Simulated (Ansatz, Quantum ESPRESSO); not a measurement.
# MgO (Periclase): from the cell to the phonon bands, part 2 of 2

How does MgO (Periclase) vibrate, and is this structure a minimum?

Quantum ESPRESSO 7.5; DFT LDA, scalar-relativistic, plane waves, GBRV ultrasoft pseudopotentials.

So far. Step 9 (Zone-centre analysis): The rule moves no optical mode by more than 0.1 cm⁻¹. Step 12 (Modes along a direction of q (1 0 0)): The field moves one mode, from 410 to 716 cm⁻¹; the others stay. The relaxed cell has a = 4.161 Å (conventional setting).

The database entry behind the starting cell differs from later determinations by our own check (about 0.1 % long), so it need not match the best structure at ambient conditions.

**13. The dispersion under another sum rule (asr all)**

The sum rule corrects the force constants themselves, so it can shift branches at any wavevector, low ones most.

The input, matdyn.in:

```
 &input
    asr='all',
    flfrc='x.fc',
    flfrq='x.freq',
    flvec='x.modes',
    q_in_band_form=.true.,
    q_in_cryst_coord=.true.,
 /
8
  0.0000000   0.0000000   0.0000000   8  ! GAMMA
 -0.0000000   0.5000000   0.5000000   8  ! X
 -0.0000000   0.6250000   0.3750000   1  ! U
 -0.3750000   0.3750000   0.0000000   8  ! K
  0.0000000   0.0000000   0.0000000   8  ! GAMMA
 -0.0000000   0.5000000  -0.0000000   8  ! L
 -0.2500000   0.5000000   0.2500000   8  ! W
 -0.0000000   0.5000000   0.5000000   1  ! X
```

The run is started by

```bash
$ matdyn.x -in matdyn.in > matdyn.out
```

The job ended after 0.54 s (1 thread of Arm Neoverse N1, shared host).

At the labelled points the branches move by no more than 0.1 cm⁻¹. The log warns that this rule wants the long-range part of the force constants stored apart (write_lr, read_lr) in a polar crystal, which was not done.

**14. Cross-check with Ansatz**

The same cell goes through another code, with its own cutoff. The potentials differ. Its k mesh is centred on Γ.

This step: DFT LDA, scalar-relativistic, plane waves, PseudoDojo norm-conserving pseudopotentials (Ansatz 0.2.0).

The input, input.yaml:

```yaml
crystal:
  lattice:
    - [-2.080749419, 0.0, 2.080749419]
    - [0.0, 2.080749419, 2.080749419]
    - [-2.080749419, 2.080749419, 0.0]
  atoms:
    - { symbol: Mg, position: [0.0, 0.0, 0.0] }
    - { symbol: O, position: [0.5, 0.5, 0.5] }
kpoints:
  mp_grid: { grid: [8, 8, 8] }
hamiltonian:
  xc: lda
  pseudopotentials: { kind: nc, accuracy: standard }
scf:
  occupations: { method: fixed }
output:
  eigenvalues: true
phonons:
  method: dfpt
  dielectric: true
  rigid_motions: translations
  qmesh: [4, 4, 4]
  temperatures: { t_max: 1000, t_step: 50 }
  qpath:
    path:
      - [[0.0, 0.0, 0.0], [0.0, 0.5, 0.5], [0.0, 0.625, 0.375]]
      - [[-0.375, 0.375, 0.0], [0.0, 0.0, 0.0], [0.0, 0.5, 0.0], [-0.25, 0.5, 0.25], [0.0, 0.5, 0.5]]
    npoints: 12
```

The run is started by

```bash
$ ansatz run input.yaml --threads 2 --pin off --max-ram 4096MiB --backend cpu --events-out ev --progress --plain --runs-dir out
```

It took 5.1 min on 2 threads; peak memory 1 GiB.

Numbers from this step:

* gap on the k-mesh: 5.053 eV
* sum-rule residual before enforcement: 2.91e-4 eV/Å²
* miss of the charge sum rule: 2.72e-5 e
* estimated error of the dielectric tensor: 0.006739
* estimated error of the Born charges: 0.01035 e
* mean frequency: 403.8 cm⁻¹
* Debye temperature (second moment): 780 K
* logarithmic mean frequency: 385.4 cm⁻¹
* highest optical zone-centre mode (no LO-TO term): 408.3 cm⁻¹
* lowest optical zone-centre mode: 408.3 cm⁻¹
* mean high-frequency dielectric constant: 3.173
* mean static dielectric constant: 9.774
* highest mode moved by the LO-TO term: 716.6 cm⁻¹
* lowest mode on the q mesh (acoustic ones at the zone centre apart): 187.4 cm⁻¹

Transverse modes. Lines of the infrared spectrum (strongest = 100):

```tsv
position (cm⁻¹)	label	IR intensity ((D/Å)²/amu), degenerate modes summed, relative
408	T1u	100
```

**15. Side by side: QE GBRV and Ansatz, PseudoDojo**

Numbers from this step:

```
root-mean-square difference             : 0.86 cm⁻¹
largest difference                      : 1.36 cm⁻¹
root-mean-square difference on the path : 0.8 cm⁻¹
largest difference on the path          : 1.4 cm⁻¹
```

The 12 of 45 modes that differ most. Frequencies side by side:

```tsv
q (reciprocal lattice)	mode	QE GBRV (cm⁻¹)	Ansatz, PseudoDojo (cm⁻¹)
0 0 0	4	409.6	408.3
0 0 0	5	409.6	408.3
0 0 0	6	409.6	408.3
0 0 0.25	4	399.1	397.9
0 0 0.25	5	399.1	397.9
0 0.25 0.25	4	433.6	432.2
0 0.25 0.25	5	433.6	432.2
0 0.25 0.25	6	624.9	626.1
0 0.25 -0.5	3	421.5	420.3
0 0.25 -0.25	5	469.7	468.4
0 -0.5 -0.5	4	458.4	457.1
0 -0.5 -0.5	5	458.4	457.1
```

The two runs side by side. Further quantities:

```tsv
quantity	QE GBRV	Ansatz, PseudoDojo
mean ε∞	3.186	3.173
largest Born charge in size (e; the first before, the second after the charge sum rule)	1.972	1.972
```

The interpolated bands of the two lie on top of each other.

At the solved wavevectors the largest difference (acoustic modes at Γ apart) is 0.2 % of the highest mode.

**16. Results**

- space group after relaxation: Fm-3m
- volume per atom: 9.01 Å³
- gap on the k-mesh: 5.04 eV
- highest optical zone-centre mode (no LO-TO term): 409.7 cm⁻¹
- highest mode moved by the LO-TO term: 716.3 cm⁻¹
- mean high-frequency dielectric constant: 3.19
- largest Born charge in size (third of the trace): 1.97 e
- mean static dielectric constant: 9.74
- q mesh: 4×4×4
- lowest mode on the q mesh (acoustic ones at the zone centre apart): 187.6 cm⁻¹
- zero-point energy per atom: 75.2 meV
- heat capacity at 300 K: 18.3 J/(mol atoms K)
- vibrational entropy at 300 K: 13.3 J/(mol atoms K)
- imaginary modes on the q mesh: none
- largest difference from Ansatz, PseudoDojo: 1.36 cm⁻¹

In words: MgO (Periclase) is dynamically stable on the 4×4×4 mesh; its spectrum reaches 716 cm⁻¹. At the LDA level the optical modes of MgO (Periclase) at the zone centre (no LO-TO term) lie at 410 cm⁻¹. Along the directions run, the highest mode that the macroscopic field moves lies at 716 cm⁻¹. Lattice motion raises the mean dielectric constant from 3.186 to 9.740. The Born charge of Mg is 1.971 e against a formal charge of +2, close to the ionic value. The Lyddane-Sachs-Teller relation holds: (ωLO/ωTO)² is 3.06 and ε₀/ε∞ is 3.06. QE GBRV and Ansatz, PseudoDojo differ by 0.9 cm⁻¹ in the root mean square and by 1.4 cm⁻¹ at most, 0.2 % of the highest mode compared (acoustic modes at Γ left out; ph.x's values are those before the sum rule); the two use different potentials, and the cell was not relaxed for the second set. These are harmonic frequencies at zero temperature: anharmonic shifts and linewidths and thermal expansion are left out. The LDA runs differ in the fit of the correlation energy, Perdew-Zunger in some and Perdew-Wang in others.

Comparison with the measured values:

| quantity | measured | LDA GBRV ultrasoft, Quantum ESPRESSO | LDA PseudoDojo norm-conserving |
| --- | --- | --- | --- |
| lattice constant a (Å) | 4.212 | 4.161 (-1.2 %) | - |
| band gap (least gap) (eV) | 7.83 | - | 5.05 (-2.78 eV) |
| ε∞ (mean of the tensor) | 2.95 | 3.19 (+8.0 %) | 3.17 (+7.6 %) |
| infrared mode, TO phonon at Gamma (T1u) (cm⁻¹) | 396.5 | 410 (+3.3 %) | 408 (+3.0 %) |

Measured values from arxiv:1901.10525 (2019), arxiv:0908.1581 (2009) and arxiv:0704.2267 (2007).

How well it matches: The lattice constant a is off by -1.2 %: fair agreement. The band gap is off by -2.78 eV: a clear miss. Local and semilocal functionals usually give gaps below the measured ones. Zero-point and thermal motion shift the measured gap. The ε∞ is off by +8.0 % at LDA GBRV ultrasoft, Quantum ESPRESSO: fair agreement. The infrared mode is off by +3.3 % at LDA GBRV ultrasoft, Quantum ESPRESSO: fair agreement. The grades are ours: good and fair within 0.7 and 1.5 % for the lattice constant a, 7 and 18 % for the ε∞ and 3 and 7 % for the infrared mode. Zero-point motion and thermal expansion (measured at up to 295 K) are not in the computed lattice constants and infrared mode.

[Host names and launcher messages were left out of these logs when they were recorded.]

[Logs are printed without paths, hosts, clocks, repeated set-up lines and the standing remarks that a program may print on its own settings, such as how far it seeks lower states.]

[Hosts, paths, dates, database ids (printed as entryN), source tags and the programs' standing remarks are cut or masked in the printed files.]
